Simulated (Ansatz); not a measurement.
# Ca2H3F (built on the sites of a database entry of Ca2H3Br): phonons and vibrational spectra, part 2 of 2

Wanted: phonon frequencies of Ca2H3F (built on the sites of a database entry of Ca2H3Br) and what follows from them.

Ansatz 0.2.0; DFT RPBE, scalar-relativistic, plane waves, PAW.

So far. Step 4 (Relaxing to small forces for the phonons): The largest force component left is 0.44 meV/Å and the pressure is 0.002 GPa, within the tolerances set. The cell now holds 12.27 Å³/atom. Step 5 (Linear response at the zone centre): Before it was imposed, the acoustic sum rule was missed by 2.2e-4 eV/Å² and the charge sum rule by 0.0021 e. Small misses are needed for a sound result but don't prove that mesh and cutoff are converged. The relaxed cell has a = 3.785, c = 5.933 Å (conventional setting).

The structure was built from a prototype and need not be the compound's stable phase.

### Step 6. The dispersion

Stability and thermal properties need the whole zone. Linear response on a 3×3×2 q mesh gives force constants as far as a supercell of that size would, and the tensors from the zone-centre run are typed in so that the long-range dipole term is interpolated apart.

The input, input.yaml:

```yaml
crystal:
  lattice:
    - [3.78546522, 2.8981e-06, 0.0]
    - [-1.8927351198, 3.2783075966, 0.0]
    - [0.0, 0.0, 5.9327754861]
  atoms:
    - { symbol: Ca, position: [0.6666666667, 0.3333333333, 0.2258894908] }
    - { symbol: Ca, position: [0.3333333333, 0.6666666667, 0.7741105092] }
    - { symbol: H, position: [0.6666666667, 0.3333333333, 0.8130531119] }
    - { symbol: H, position: [0.3333333333, 0.6666666667, 0.1869468881] }
    - { symbol: H, position: [0.0, 0.0, 0.0] }
    - { symbol: F, position: [0.0, 0.0, 0.5] }
kpoints:
  mp_grid: { grid: [9, 9, 4] }
hamiltonian:
  xc: rpbe
scf:
  occupations: { method: fixed }
output:
  eigenvalues: true
phonons:
  method: dfpt
  qmesh: [3, 3, 2]
  temperatures: { t_max: 1000, t_step: 50 }
  qpath:
    path:
      - [[0.0, 0.0, 0.0], [0.5, 0.0, 0.0], [0.33333333, 0.33333333, 0.0], [0.0, 0.0, 0.0], [0.0, 0.0, 0.5], [0.5, 0.0, 0.5], [0.33333333, 0.33333333, 0.5], [0.0, 0.0, 0.5]]
      - [[0.5, 0.0, 0.5], [0.5, 0.0, 0.0]]
      - [[0.33333333, 0.33333333, 0.5], [0.33333333, 0.33333333, 0.0]]
    npoints: 10
  non_analytic_term:
    high_frequency_dielectric_tensor: [[4.3734, 0.0, 0.0], [0.0, 4.3734, 0.0], [0.0, 0.0, 3.5004]]
    born_effective_charges:
      - { species: Ca, tensor: [[2.3243, 0.0, 0.0], [0.0, 2.3243, 0.0], [0.0, 0.0, 2.0016]] }
      - { species: Ca, tensor: [[2.3243, 0.0, 0.0], [0.0, 2.3243, 0.0], [0.0, 0.0, 2.0016]] }
      - { species: H, tensor: [[-1.0192, 0.0, 0.0], [0.0, -1.0192, 0.0], [0.0, 0.0, -0.7988]] }
      - { species: H, tensor: [[-1.0192, 0.0, 0.0], [0.0, -1.0192, 0.0], [0.0, 0.0, -0.7988]] }
      - { species: H, tensor: [[-1.254, 0.0, 0.0], [0.0, -1.254, 0.0], [0.0, 0.0, -0.6926]] }
      - { species: F, tensor: [[-1.3563, 0.0, 0.0], [0.0, -1.3563, 0.0], [0.0, 0.0, -1.7128]] }
    source: "zone-centre run at this cell"
```

On the command line:

```console
$ ansatz run input.yaml --threads 8 --pin off --max-ram 14336MiB --backend cpu --events-out ev --progress --plain --runs-dir out
```

Wall time 2.8 min (8 threads of Arm Neoverse V2, shared host); peak memory 1.4 GiB.

This step gave:

```yaml
sum_rule_residual_before_enforcement: 2.55e-5 eV/Å²
lowest_frequency_on_the_path: -184.6 cm⁻¹
highest_frequency_on_the_path_or_at_a_solved_wavevector: 1247 cm⁻¹
lowest_mode_on_the_q_mesh_acoustic_modes_at_gamma_apart: -136.8 cm⁻¹
```

Frequencies (cm⁻¹) solved at each irreducible wavevector; negative means imaginary. Frequencies by wavevector, by row:

```
q in reciprocal lattice units  star  mode 1  mode 2  mode 3  mode 4  mode 16  mode 17  mode 18
                        0 0 0     1       0       0       0      93     1123     1153     1153
                     0 0 -0.5     1    67.7    67.7    87.1    87.1     1122     1154     1154
                   0 0.3333 0     6    -124   -52.3   101.8   112.5     1150     1180     1212
                0 0.3333 -0.5     6   -88.6   -44.3     103   112.1     1150     1187     1195
              0.3333 0.3333 0     2     -96     -96      87     146     1138     1191     1191
           0.3333 0.3333 -0.5     2  -136.8  -136.8   114.1   114.1     1139     1191     1191
```

Interpolated from a 3×3×2 q mesh, with the LO-TO term (at Γ the limit along the path; where Γ stands inside the path, tables give the limit on arrival). The phonon branches at the labelled points (cm⁻¹):

```
    point  branch 1  branch 2  branch 3  branch 4  branch 15  branch 16  branch 17  branch 18
        Γ         0         0         0        93       1123       1123       1153       1247
  halfway       -61       -32        92        98       1119       1152       1169       1225
        M      -185       -72       115       131       1117       1149       1190       1192
  halfway      -160       -34        98       133       1127       1143       1191       1192
        K       -96       -96        87       146       1134       1138       1191       1191
  halfway       -35       -33        82       111       1134       1136       1179       1218
        Γ         0         0         0        93       1123       1123       1153       1247
  halfway        43        43        70        92       1123       1123       1153       1153
        A        68        68        87        87       1122       1122       1154       1154
  halfway       -66       -43        92       115       1119       1152       1182       1191
        L      -105       -37       108       111       1116       1149       1183       1197
  halfway      -122       -95       111       117       1129       1140       1189       1193
        H      -137      -137       114       114       1133       1139       1191       1191
  halfway       -92       -37        90        99       1135       1139       1184       1195
        A        68        68        87        87       1122       1122       1154       1154
jump to L      -105       -37       108       111       1116       1149       1183       1197
  halfway      -156       -59       112       115       1116       1149       1186       1196
        M      -185       -72       115       131       1117       1149       1190       1192
jump to H      -137      -137       114       114       1133       1139       1191       1191
  halfway      -117      -117       111       128       1134       1138       1191       1191
        K       -96       -96        87       146       1134       1138       1191       1191
```

Tetrahedra on a 21×21×12 mesh, mean over bins of 20 cm-1. Interpolated from a 3×3×2 q mesh. The phonon density of states by wavenumber; read off at these points:

```
wavenumber (cm⁻¹)  phonon density of states (1/cm⁻¹/cell)
             -190                                  1.2e-4
             -150                                 0.00599
             -110                                  0.0103
              -70                                 0.00967
              -30                                  0.0118
               10                                 0.00338
               50                                 0.00594
               90                                  0.0297
              110                                  0.0550
              130                                  0.0505
              170                                  0.0542
              190                                  0.0533
              230                                 0.00792
              270                                  0.0169
              310                                       0
              350                                       0
              390                                       0
              430                                  0.0149
              470                                 0.00718
              510                                 0.00707
              550                                 0.00851
              590                                  0.0235
              630                                 0.00244
              670                                  0.0240
              710                                  0.0106
              750                                  0.0142
              790                                 0.00421
              830                                 0.00241
              870                                  0.0195
              890                                  0.0186
              930                                  6.0e-5
              970                                       0
             1010                                       0
             1050                                       0
             1090                                       0
             1130                                  0.0516
             1170                                  0.0124
             1190                                  0.0646
             1210                                  0.0146
             1250                                  1.0e-4
```

The partial phonon density of states has structure finer than the step of the table below, so its rows give means over 50 cm⁻¹, whole bins alone (the curve runs from -192 to 1293 cm⁻¹). Peaks (cm⁻¹: height): Ca -43.0: 0.00611, 115.8: 0.0424, 256.0: 0.0154; F -127.0: 0.00934, -43.0: 0.0119, 171.9: 0.0167; H 582.9: 0.0198, 676.4: 0.0211, 881.9: 0.0185, 1134.1: 0.0493, 1190.2: 0.0500.

Phonopy on the run's constants, 17x17x9 mesh, Gaussian sigma 10.6 cm-1. Interpolated from a 3×3×2 q mesh. Partial phonon density of states against wavenumber; means over each step; values in 1/cm⁻¹/cell:

```
wavenumber (cm⁻¹)       Ca        F        H
             -150   4.4e-4  0.00549  0.00104
             -100  0.00142  0.00747   8.3e-4
              -50  0.00459  0.00945   3.9e-4
                0  0.00176  0.00245   9.1e-5
               50  0.00423  0.00248   1.3e-4
              100   0.0313  0.00616   6.4e-4
              150   0.0376   0.0133  0.00128
              200   0.0210  0.00765  0.00107
              250   0.0118  0.00194   2.2e-4
              300  0.00296   3.9e-4   2.8e-5
              350   5.7e-7        0        0
              400   2.0e-4   2.2e-4  0.00185
              450   6.2e-4  0.00107  0.00824
              500   2.8e-4   5.3e-4  0.00623
              550   3.2e-4   3.6e-4  0.00917
              600   3.1e-4   1.3e-4   0.0103
              650   1.4e-4   2.1e-4   0.0106
              700   2.2e-4   1.8e-4   0.0139
              750   1.3e-4   6.4e-5   0.0117
              800   3.4e-5   1.6e-5  0.00335
              850   9.7e-5   1.2e-5  0.00925
              900   9.2e-5   4.2e-6  0.00998
              950   3.6e-7        0   8.8e-5
             1000        0        0        0
             1050        0        0   6.3e-7
             1100   8.9e-5   3.8e-6   0.0109
             1150   2.3e-4   2.5e-5   0.0365
             1200   1.4e-4   3.5e-5   0.0305
             1250   2.6e-5   2.5e-7  0.00152
```

Symmetry leaves 6 wavevectors to solve. The lowest mode among them, the acoustic zeros apart, lies at q = (0.333, 0.333, -0.5) and is imaginary, 136.8i cm⁻¹, so the energy falls along it. Between them the interpolated path dips to 185i cm⁻¹.

### Step 7. Isotope substitution, element Ca, natural mass 40.078 amu

An isotope changes the mass and not the force constants, so no new electronic calculation is needed; the shifts show which modes move this element.

The same force constants with the mass of Ca changed from 40.078 to 47.953 u (phonopy, no LO-TO term). Both lists are sorted by frequency; levels can cross, so a row need not hold one and the same mode. Modes under 3 cm⁻¹ are left out. Isotope shifts, by row, the first 40 of 60 rows:

```
         q  rank  natural mass (cm⁻¹)  changed mass (cm⁻¹)
     0 0 0     4                93.01                91.54
     0 0 0     5                93.01                91.54
     0 0 0     6                128.9                126.3
     0 0 0     7                  138                126.3
     0 0 0     8                  138                126.7
     0 0 0     9                194.4                178.2
     0 0 0    10                581.1                580.3
     0 0 0    11                581.1                580.3
     0 0 0    12                651.5                651.3
     0 0 0    13                727.6                725.7
     0 0 0    14                830.4                830.2
     0 0 0    15                 1123                 1123
     0 0 0    16                 1123                 1123
     0 0 0    17                 1153                 1152
     0 0 0    18                 1153                 1152
  0 0 -0.5     1                67.73                62.04
  0 0 -0.5     2                67.73                62.04
  0 0 -0.5     3                87.14                87.01
  0 0 -0.5     4                87.14                87.01
  0 0 -0.5     5                  114                104.6
  0 0 -0.5     6                128.3                117.5
  0 0 -0.5     7                128.3                117.5
  0 0 -0.5     8                154.4                144.7
  0 0 -0.5     9                298.4                291.7
  0 0 -0.5    10                581.3                580.5
  0 0 -0.5    11                581.3                580.5
  0 0 -0.5    12                729.1                727.7
  0 0 -0.5    13                766.5                765.8
  0 0 -0.5    14                930.9                928.5
  0 0 -0.5    15                 1122                 1121
  0 0 -0.5    16                 1122                 1121
  0 0 -0.5    17                 1154                 1153
  0 0 -0.5    18                 1154                 1153
0 0.3333 0     1                 -124               -123.3
0 0.3333 0     2               -52.25               -50.29
0 0.3333 0     3                101.8                93.52
0 0.3333 0     4                112.5                103.3
0 0.3333 0     5                  144                134.3
0 0.3333 0     6                160.5                154.9
0 0.3333 0     7                166.1                157.5
```

A mode of this element alone would shift by -8.58 %. The highest zone-centre frequency without the field goes from 1152.9 to 1152.0 cm⁻¹ (-0.1 %). The product of the frequency ratios over all optical modes at Γ is 0.724; the product rule, (m/m′)^(3k/2) (M′/M)^(3/2) with k = 2 such atoms and M the mass of the cell, gives 0.724.

### Step 8. Isotope substitution, element H, natural mass 1.008 amu

The same for H, from 1.01 to 2.01 u.

The same force constants with the mass of H changed from 1.008 to 2.014 u (phonopy, no LO-TO term). Both lists are sorted by frequency; levels can cross, so a row need not hold one and the same mode. Modes under 3 cm⁻¹ are left out. Isotope shifts, by row, the first 40 of 60 rows:

```
         q  rank  natural mass (cm⁻¹)  changed mass (cm⁻¹)
     0 0 0     4                93.01                92.99
     0 0 0     5                93.01                92.99
     0 0 0     6                128.9                126.9
     0 0 0     7                  138                137.4
     0 0 0     8                  138                137.4
     0 0 0     9                194.4                191.1
     0 0 0    10                581.1                415.1
     0 0 0    11                581.1                415.1
     0 0 0    12                651.5                471.1
     0 0 0    13                727.6                523.6
     0 0 0    14                830.4                592.3
     0 0 0    15                 1123                798.1
     0 0 0    16                 1123                798.1
     0 0 0    17                 1153                819.7
     0 0 0    18                 1153                819.7
  0 0 -0.5     1                67.73                66.88
  0 0 -0.5     2                67.73                66.88
  0 0 -0.5     3                87.14                87.05
  0 0 -0.5     4                87.14                87.05
  0 0 -0.5     5                  114                111.7
  0 0 -0.5     6                128.3                127.8
  0 0 -0.5     7                128.3                127.8
  0 0 -0.5     8                154.4                153.2
  0 0 -0.5     9                298.4                  297
  0 0 -0.5    10                581.3                414.6
  0 0 -0.5    11                581.3                414.6
  0 0 -0.5    12                729.1                522.3
  0 0 -0.5    13                766.5                  545
  0 0 -0.5    14                930.9                  669
  0 0 -0.5    15                 1122                797.8
  0 0 -0.5    16                 1122                797.8
  0 0 -0.5    17                 1154                  820
  0 0 -0.5    18                 1154                  820
0 0.3333 0     1                 -124               -117.2
0 0.3333 0     2               -52.25               -51.56
0 0.3333 0     3                101.8                101.2
0 0.3333 0     4                112.5                112.4
0 0.3333 0     5                  144                141.3
0 0.3333 0     6                160.5                158.7
0 0.3333 0     7                166.1                164.9
```

A mode of this element alone would shift by -29.26 %. The highest zone-centre frequency without the field goes from 1152.9 to 819.7 cm⁻¹ (-28.9 %). The product of the frequency ratios over all optical modes at Γ is 0.046; the product rule, (m/m′)^(3k/2) (M′/M)^(3/2) with k = 3 such atoms and M the mass of the cell, gives 0.046.

### Step 9. Results

| Item | Value |
| --- | --- |
| space group after relaxation (within 0.01 Å) | P-3m1 |
| volume per atom | 12.3 Å³ |
| gap on the k-mesh | 1.73 eV |
| highest optical mode at the zone centre (no LO-TO term) | 1153 cm⁻¹ |
| top of the zone-centre spectrum with the field | 1247 cm⁻¹ |
| lowest optical zone-centre mode | 93.0 cm⁻¹ |
| mean high-frequency dielectric constant | 4.08 |
| mean static dielectric constant | 28.8 |
| largest Born charge (third of the trace) | 2.22 e |
| lowest mode on the q mesh (acoustic modes at Γ apart) | -137 cm⁻¹ |
| highest frequency on the path or at a solved wavevector | 1247 cm⁻¹ |
| imaginary modes on the 3×3×2 q mesh | yes |

Modes are clearly imaginary (beyond 10i cm⁻¹) at 4 of the 6 irreducible wavevectors, most at q = (0.333, 0.333, -0.5) (136.8i cm⁻¹), so this structure is not a minimum of the energy. Without the field, the optical modes at Γ span 93 to 1153 cm⁻¹. The highest mode in this list at Γ, 1152.9 cm⁻¹, is mostly motion of H (99 % of the kinetic energy). With the macroscopic field of the longitudinal modes the top of the zone-centre spectrum lies at 1247 cm⁻¹, against 1153 cm⁻¹ without it. Lattice motion raises the mean dielectric constant from 4.082 to 28.83. The strongest infrared line is at 581 cm⁻¹. Averaged over orientations, the strongest Raman line at 532 nm and 300 K is at 728 cm⁻¹. The tensors are the static, non-resonant ones, while 532 nm light (2.33 eV) lies above the computed gap. The program warns that the interpolation holds no quadrupole term, so branches close to Γ can be off in this crystal. The starting cell was built on a prototype and not taken from a measurement, so the phase need not exist. These are harmonic frequencies at zero temperature: anharmonic shifts, linewidths and thermal expansion are left out.

[Logs are printed without paths, hosts, clocks, repeated set-up lines and the standing remarks that a program may print on its own settings, such as how far it seeks lower states.]

[Hosts, paths, dates, database ids (printed as entryN), source tags and the programs' standing remarks are cut or masked in the printed files.]
